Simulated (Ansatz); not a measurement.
# GaSb wire along [111], 38 atoms a period, H-terminated: bands along the axis, part 2 of 2

Aim: is the GaSb wire along [111], 38 atoms a period, H-terminated a metal or a semiconductor?

Ansatz 0.2.0; DFT PBE, plane waves, PAW; relaxation of a wire's period; PAW set soft_1 (the session's first sound run).

So far. Step 2 (Relaxation of atoms and period): The cell's length comes to 10.763 Å with spin left out.

## 3. The wire at its relaxed period

This step: DFT PBE, plane waves, PAW; bands of a perfect wire; PAW set soft_1 (Ansatz 0.2.0).

At the relaxed period the bands are computed along the axis; those that cross an energy going forward count the channels that a perfect wire would open there.

Contents of input.yaml:

```yaml
crystal:
  lattice:
    - [18.44, 0.0, 0.0]
    - [0.0, 20.08, 0.0]
    - [0.0, 0.0, 10.7627742465]
  atoms:
    - { symbol: Ga, position: [0.383066874, 0.434021256, 0.010561459] }
    - { symbol: Ga, position: [0.5, 0.238674037, 0.993200168] }
    - { symbol: Ga, position: [0.616933126, 0.434021256, 0.010561459] }
    - { symbol: Sb, position: [0.270753648, 0.61756508, 0.242257487] }
    - { symbol: Sb, position: [0.377557942, 0.4310939, 0.258353635] }
    - { symbol: Sb, position: [0.5, 0.252898396, 0.242257203] }
    - { symbol: Sb, position: [0.5, 0.625862239, 0.258339103] }
    - { symbol: Sb, position: [0.622442058, 0.4310939, 0.258353635] }
    - { symbol: Sb, position: [0.729246352, 0.61756508, 0.242257487] }
    - { symbol: H, position: [0.189685689, 0.41114332, 0.285376481] }
    - { symbol: H, position: [0.264768246, 0.291677849, 0.285365274] }
    - { symbol: H, position: [0.424907598, 0.785276252, 0.285380537] }
    - { symbol: H, position: [0.575092402, 0.785276252, 0.285380537] }
    - { symbol: H, position: [0.735231754, 0.291677849, 0.285365274] }
    - { symbol: H, position: [0.810314311, 0.41114332, 0.285376481] }
    - { symbol: H, position: [0.192384745, 0.58571246, 0.302964499] }
    - { symbol: H, position: [0.261600152, 0.695813943, 0.302977206] }
    - { symbol: H, position: [0.43077901, 0.206497971, 0.302959517] }
    - { symbol: H, position: [0.56922099, 0.206497971, 0.302959517] }
    - { symbol: H, position: [0.738399848, 0.695813943, 0.302977206] }
    - { symbol: H, position: [0.807615255, 0.58571246, 0.302964499] }
    - { symbol: Ga, position: [0.254306388, 0.365763455, 0.326642704] }
    - { symbol: Ga, position: [0.387379924, 0.555729784, 0.343318097] }
    - { symbol: Ga, position: [0.5, 0.376573779, 0.343305366] }
    - { symbol: Ga, position: [0.5, 0.756539183, 0.326667676] }
    - { symbol: Ga, position: [0.612620076, 0.555729784, 0.343318097] }
    - { symbol: Ga, position: [0.745693612, 0.365763455, 0.326642704] }
    - { symbol: Sb, position: [0.268526387, 0.37329328, 0.576251844] }
    - { symbol: Sb, position: [0.380420946, 0.559423475, 0.591226148] }
    - { symbol: Sb, position: [0.5, 0.36921073, 0.591218802] }
    - { symbol: Sb, position: [0.5, 0.741483343, 0.576269969] }
    - { symbol: Sb, position: [0.619579054, 0.559423475, 0.591226148] }
    - { symbol: Sb, position: [0.731473613, 0.37329328, 0.576251844] }
    - { symbol: H, position: [0.188599541, 0.535148333, 0.620506351] }
    - { symbol: H, position: [0.307394173, 0.724108774, 0.620486555] }
    - { symbol: H, position: [0.381199794, 0.228794945, 0.620517749] }
    - { symbol: H, position: [0.618800206, 0.228794945, 0.620517749] }
    - { symbol: H, position: [0.692605827, 0.724108774, 0.620486555] }
    - { symbol: H, position: [0.811400459, 0.535148333, 0.620506351] }
    - { symbol: H, position: [0.194375793, 0.333983119, 0.639015489] }
    - { symbol: H, position: [0.5, 0.820110857, 0.63901989] }
    - { symbol: H, position: [0.805624207, 0.333983119, 0.639015489] }
    - { symbol: Ga, position: [0.258684591, 0.497015621, 0.662427596] }
    - { symbol: Ga, position: [0.380276897, 0.303603826, 0.662437288] }
    - { symbol: Ga, position: [0.378402281, 0.687446419, 0.662428758] }
    - { symbol: Ga, position: [0.5, 0.496016626, 0.669360544] }
    - { symbol: Ga, position: [0.621597719, 0.687446419, 0.662428758] }
    - { symbol: Ga, position: [0.619723103, 0.303603826, 0.662437288] }
    - { symbol: Ga, position: [0.741315409, 0.497015621, 0.662427596] }
    - { symbol: Sb, position: [0.269264199, 0.499079185, 0.912475573] }
    - { symbol: Sb, position: [0.38751163, 0.310982661, 0.91248345] }
    - { symbol: Sb, position: [0.38174339, 0.678007861, 0.912475166] }
    - { symbol: Sb, position: [0.5, 0.496020911, 0.92037813] }
    - { symbol: Sb, position: [0.61825661, 0.678007861, 0.912475166] }
    - { symbol: Sb, position: [0.61248837, 0.310982661, 0.91248345] }
    - { symbol: Sb, position: [0.730735801, 0.499079185, 0.912475573] }
    - { symbol: H, position: [0.186760956, 0.662088457, 0.952800206] }
    - { symbol: H, position: [0.5, 0.163870712, 0.952733815] }
    - { symbol: H, position: [0.813239044, 0.662088457, 0.952800206] }
    - { symbol: H, position: [0.194038602, 0.459308906, 0.969878769] }
    - { symbol: H, position: [0.312390564, 0.271047739, 0.969887188] }
    - { symbol: H, position: [0.381641702, 0.757717829, 0.969880189] }
    - { symbol: H, position: [0.618358298, 0.757717829, 0.969880189] }
    - { symbol: H, position: [0.687609436, 0.271047739, 0.969887188] }
    - { symbol: H, position: [0.805961398, 0.459308906, 0.969878769] }
    - { symbol: Ga, position: [0.257317361, 0.624693272, 0.993198365] }
    - { symbol: Ga, position: [0.5, 0.620022771, 0.010540909] }
    - { symbol: Ga, position: [0.742682639, 0.624693272, 0.993198365] }
kpoints:
  mp_grid: { grid: [1, 1, 8] }
  band_path: { path: ["Γ", Z], npoints: 90 }
scf:
  occupations: { method: fermi_dirac, width: 0.05 }
hamiltonian:
  xc: pbe
  pseudopotentials: { kind: paw, azcp: { folder: soft_1 } }
output:
  dos: { e_range: [-5, 4] }
  write_potential: true
  write_density: true
  volumetric_format: npy
```

Run with:

```
> ansatz run input.yaml --threads 8 --pin off --max-ram 16384MiB --backend cpu --events-out ev --progress --plain --runs-dir out
```

Numbers of over 12 decimals in the logs are rounded to 6 here.

The log of the run:

```text
[...]
Crystal: 68 atoms, lattice volume = 3985.188 Å³
Basis set: ecut = 420 eV, 77789 PW (Γ)
Bands: 349, of which v1, the nominal top of the filled ones, is band 281 counted from 1 (280 counted from 0)
Symmetry: 2 space group operations
[...]
k-points: 5 of 8 (time reversal used)
[...]
SCF iter   1: F=—  HF=-195563.337225 eV  |F-HF|=—  |Δ(HF+E_count)|=         —  Δρ=2.88e-2  dr2=3.10e1  ethr=3.10e-3  ⟨swp⟩=6.2  Hψ=7286  notcnv=0  defer=106
[...]
SCF iter  12: F=-195554.680033 eV  HF=-195554.680033 eV  |F-HF|=4.10e-9  |Δ(HF+E_count)|=   1.35e-8  Δρ=6.52e-7  dr2=3.56e-8  ethr=1.78e-11  ⟨swp⟩=12.8  Hψ=8903  notcnv=0
SCF 1 converged in 12 iterations: F = -195554.680033 eV  dr2 = 3.56e-8
[...]
NSCF: frozen V_eff on 91 k-points
WARN: The input density's exchange-correlation potential varies sharply where the density is thin. Do not read a vacuum level from v_tot or v_xc, or from such a field of the output density. On a cell that repeats whose density bears no net charge and no dipole along the vacuum's axis use v_es (v_loc + v_h of the components); under efield.dipole_correction with no amplitude use v_es + v_field, which holds any external [...]
SCF converged after 12 iterations
the last check of whether an eigenvalue changes by more than its tolerance under the output density was not made (no_room)
Free energy (F): -195554.680033 eV
[...]
Internal energy: -195554.680033 eV  (E = F + TS)
E sigma→0 (E₀):  -195554.680033 eV
Entropy (-TS):   -0.000000 eV (-0.000 meV/atom)
Fermi energy:    -0.708872 eV
[...]
--- Band table (eV; the first three rows and the last of 5) ---
  k-point 0: bands = [... 277 lower, -2.1639, -2.0549, -2.0545, -1.6005, 0.2574, 0.5463, 0.5473, 0.5637, ... 64 higher]
  k-point 1: bands = [... 277 lower, -2.2019, -2.0327, -2.0323, -1.7131, 0.2941, 0.5194, 0.5206, 0.5816, ... 64 higher]
  k-point 2: bands = [... 277 lower, -2.2574, -2.0321, -2.0318, -2.0032, 0.3604, 0.4288, 0.4299, 0.5340, ... 64 higher]
  k-point 4: bands = [... 277 lower, -2.2305, -2.2302, -2.1184, -2.1180, 0.2483, 0.3338, 0.3346, 0.6028, ... 64 higher]
```

The job ended after 43 min (8 threads of AMD EPYC 7B13 (Zen 3), shared host; peak memory 13 GiB).

Reading the cycles: dr2 is the Hartree energy of the density residual (eV), the measure of convergence; HF is the Harris–Foulkes estimate of the energy, which meets the free energy F at convergence.

This step gave:

- band gap: 1.849 eV

Electronic bands along the path, in eV, zero at the Fermi level; v1 is the highest filled band, c1 the lowest empty one:

| point | v4 | v3 | v2 | v1 | c1 | c2 | c3 | c4 |
| --- | --- | --- | --- | --- | --- | --- | --- | --- |
| Γ | -1.46 | -1.35 | -1.35 | -0.89 | 0.97 | 1.26 | 1.26 | 1.27 |
| halfway | -1.55 | -1.32 | -1.32 | -1.29 | 1.07 | 1.14 | 1.14 | 1.24 |
| Z | -1.52 | -1.52 | -1.41 | -1.41 | 0.96 | 1.04 | 1.04 | 1.31 |

The gap is 1.85 eV, with spin left out.

The path shows a nearly direct (within 0.01 eV) gap of 1.85 eV (valence top at Γ, conduction bottom at Z).

## 4. Another level of theory

This step: DFT r2SCAN, plane waves, PAW; bands of a perfect wire at the PBE geometry; PAW set soft_1 (Ansatz 0.2.0).

The atoms stay at the PBE geometry and the functional changes. r2SCAN also reads the kinetic-energy density; it often gives larger moments and wider gaps than PBE, at a higher cost.

input.yaml: that of step 3 with these lines changed.

```diff
@@ -75,3 +75,3 @@
 kpoints:
-  mp_grid: { grid: [1, 1, 8] }
+  mp_grid: { grid: [1, 1, 6] }
   band_path: { path: ["Γ", Z], npoints: 90 }
@@ -80,8 +80,3 @@
 hamiltonian:
-  xc: pbe
+  xc: r2scan
   pseudopotentials: { kind: paw, azcp: { folder: soft_1 } }
-output:
-  dos: { e_range: [-5, 4] }
-  write_potential: true
-  write_density: true
-  volumetric_format: npy
```

The log of the run:

```text
Engine: ansatz 0.2.0, x86_64-unknown-linux-gnu
Pseudopotentials: kind: paw
Pseudopotential: Ga, paw, valence charge 13, recommended cutoff 500 eV (meta_gga), soft_1/Ga.paw.azcp
Pseudopotential: Sb, paw, valence charge 15, recommended cutoff 500 eV (meta_gga), soft_1/Sb.paw.azcp
Pseudopotential: H, paw, valence charge 1, recommended cutoff 500 eV (meta_gga), soft_1/H.paw.azcp
Functional definition: r2SCAN
  parameter k0 = 0.174
  parameter k1 = 0.065
  parameter a1 = 4.9479
  exchange = r2scan_x(k0 = k0, k1 = k1, a1 = a1)
  correlation = r2scan_c
Crystal: 68 atoms, lattice volume = 3985.188 Å³
Basis set: ecut = 500 eV, 101325 PW (Γ), exchange–correlation on 540×600×320 points (64 copies of the dense FFT grid, shifted against one another)
Bands: 349, of which v1, the nominal top of the filled ones, is band 281 counted from 1 (280 counted from 0)
Symmetry: 2 space group operations
Space group: Pm (ITA 6), of the structure as read, at distance tolerance 1.6e-4 Å
k-points: 4 of 6 (time reversal used)
Non-local potential: Ga, projectors of the file, l = 0: 2, l = 1: 2, l = 2: 3, l = 3: 1
Non-local potential: Sb, projectors of the file, l = 0: 2, l = 1: 2, l = 2: 2, l = 3: 1
Non-local potential: H, projectors of the file, l = 0: 2, l = 1: 1
PAW form: soft (Blöchl's): semilocal exchange-correlation on the pseudo side does not see the compensation charge
PAW frozen core: Ga, regenerated for the run's functional (the file was generated under x = pbe(κ = 0.804, μ = 0.219515), c = pbe(β = 0.066725))
PAW frozen core: Sb, regenerated for the run's functional (the file was generated under x = pbe(κ = 0.804, μ = 0.219515), c = pbe(β = 0.066725))
PAW one-centre angular grid: Ga, 590 points (default); XC on 160 Gauss nodes
PAW one-centre angular grid: Sb, 590 points (default); XC on 160 Gauss nodes
PAW one-centre angular grid: H, 302 points (default); XC on 160 Gauss nodes
Initial density: superposition of atomic densities (neutral atoms: chi_scale 0, normalization atom)
Initial wavefunctions: pseudopotential atomic-orbital guess
Functional: x = r2scan, c = r2scan; τ floored in thin density (d = 2e-4 eV/Å³)
SCF iter   1: F=—  HF=-195978.575672 eV  |F-HF|=—  |Δ(HF+E_count)|=         —  Δρ=2.86e-2  dr2=2.88e1  dr2_τ=2.41e-1  ethr=3.10e-3  ⟨swp⟩=6.8  Hψ=5728  notcnv=0  defer=62
preconditioner: auto → Resta (q_TF=auto, 1.968 Å⁻¹)  ε∞=1.7  [insulator: Δε(μ)=1.992 eV  Ē_g=13.946 eV  σ=0.050 eV  W_gap=1.00  n_scr=512 (ndim 8)  ℏωp=11.3 eV  f_vac=0.590  D(μ)=0.00/eV (n_scr^D=0)  ε∞_Penn≈1.7  vacuum switching on, ρ_ref=1.4e-2 e/Å³]
SCF iter   2: F=—  HF=-195974.425762 eV  |F-HF|=—  |Δ(HF+E_count)|=    4.15e0  Δρ=1.30e-2  dr2=6.36e0  dr2_τ=5.23e-2  ethr=3.10e-3  ⟨swp⟩=3.0  Hψ=1887  notcnv=0  defer=232
SCF iter   3: F=—  HF=-195974.868110 eV  |F-HF|=—  |Δ(HF+E_count)|=   4.42e-1  Δρ=4.67e-3  dr2=4.85e0  dr2_τ=1.88e-2  ethr=1.13e-3  ⟨swp⟩=3.0  Hψ=1984  notcnv=0  defer=228
SCF iter   4: F=—  HF=-195974.086893 eV  |F-HF|=—  |Δ(HF+E_count)|=   7.81e-1  Δρ=1.46e-3  dr2=1.24e-1  dr2_τ=1.99e-3  ethr=8.63e-4  ⟨swp⟩=5.0  Hψ=1948  notcnv=0  defer=230
SCF iter   5: F=—  HF=-195974.114505 eV  |F-HF|=—  |Δ(HF+E_count)|=   2.76e-2  Δρ=4.88e-4  dr2=1.03e-2  dr2_τ=3.21e-4  ethr=2.20e-5  ⟨swp⟩=2.8  Hψ=2131  notcnv=0  defer=230
SCF iter   6: F=—  HF=-195974.120761 eV  |F-HF|=—  |Δ(HF+E_count)|=   6.26e-3  Δρ=1.99e-4  dr2=2.33e-3  dr2_τ=4.60e-5  ethr=1.84e-6  ⟨swp⟩=2.0  Hψ=1910  notcnv=0  defer=230
SCF iter   7: F=—  HF=-195974.121994 eV  |F-HF|=—  |Δ(HF+E_count)|=   1.23e-3  Δρ=7.45e-5  dr2=2.60e-4  dr2_τ=7.77e-6  ethr=4.15e-7  ⟨swp⟩=2.0  Hψ=1910  notcnv=0  defer=230
SCF iter   8: F=—  HF=-195974.122310 eV  |F-HF|=—  |Δ(HF+E_count)|=   3.16e-4  Δρ=2.36e-5  dr2=1.82e-5  dr2_τ=6.33e-7  ethr=4.62e-8  ⟨swp⟩=2.0  Hψ=1910  notcnv=0  defer=230
SCF iter   9: F=—  HF=-195974.122356 eV  |F-HF|=—  |Δ(HF+E_count)|=   4.61e-5  Δρ=7.98e-6  dr2=2.56e-6  dr2_τ=5.50e-8  ethr=3.24e-9  ⟨swp⟩=2.0  Hψ=2140  notcnv=0  defer=230
SCF iter  10: F=—  HF=-195974.122361 eV  |F-HF|=—  |Δ(HF+E_count)|=   4.79e-6  Δρ=2.59e-6  dr2=5.04e-7  dr2_τ=5.85e-9  ethr=4.56e-10  ⟨swp⟩=2.0  Hψ=1910  notcnv=0  defer=230
SCF iter  11: F=—  HF=-195974.122361 eV  |F-HF|=—  |Δ(HF+E_count)|=   4.31e-7  Δρ=9.09e-7  dr2=1.19e-7  dr2_τ=8.20e-10  ethr=1.78e-11  ⟨swp⟩=16.8  Hψ=7958  notcnv=0
SCF iter  12: F=-195974.122361 eV  HF=-195974.122361 eV  |F-HF|=2.62e-9  |Δ(HF+E_count)|=   4.15e-8  Δρ=4.00e-7  dr2=1.95e-8  dr2_τ=1.79e-10  ethr=1.78e-11  ⟨swp⟩=5.0  Hψ=3077  notcnv=0
SCF 1 converged in 12 iterations: F = -195974.122361 eV  dr2 = 1.95e-8
[...]
NSCF: frozen V_eff on 91 k-points
```

Run time: 35 min. Hardware: 8 threads; peak memory 15 GiB.

The run was cut off at the time limit after its SCF cycle had converged; no result of it is taken.

## 5. What came out

```json
{
  "cell length, PBE": "10.76 Å",
  "gap, PBE": "1.85 eV"
}
```

**Reading.** Under PBE the cell's length is 10.76 Å, and a gap of 1.85 eV makes it a semiconductor. Plain hydrogen on a compound's surface is a simple closure: it may leave surface states, and facets that end in unlike atoms put a field across the wire, both of which shrink the gap. Spin-orbit coupling is left out, which matters for the bands of heavy atoms.

[Logs are printed without paths, hosts, clocks, repeated set-up lines and the standing remarks that a program may print on its own settings, such as how far it seeks lower states.]

[Hosts, paths, dates, database ids (printed as entryN), source tags and the programs' standing remarks are cut or masked in the printed files.]
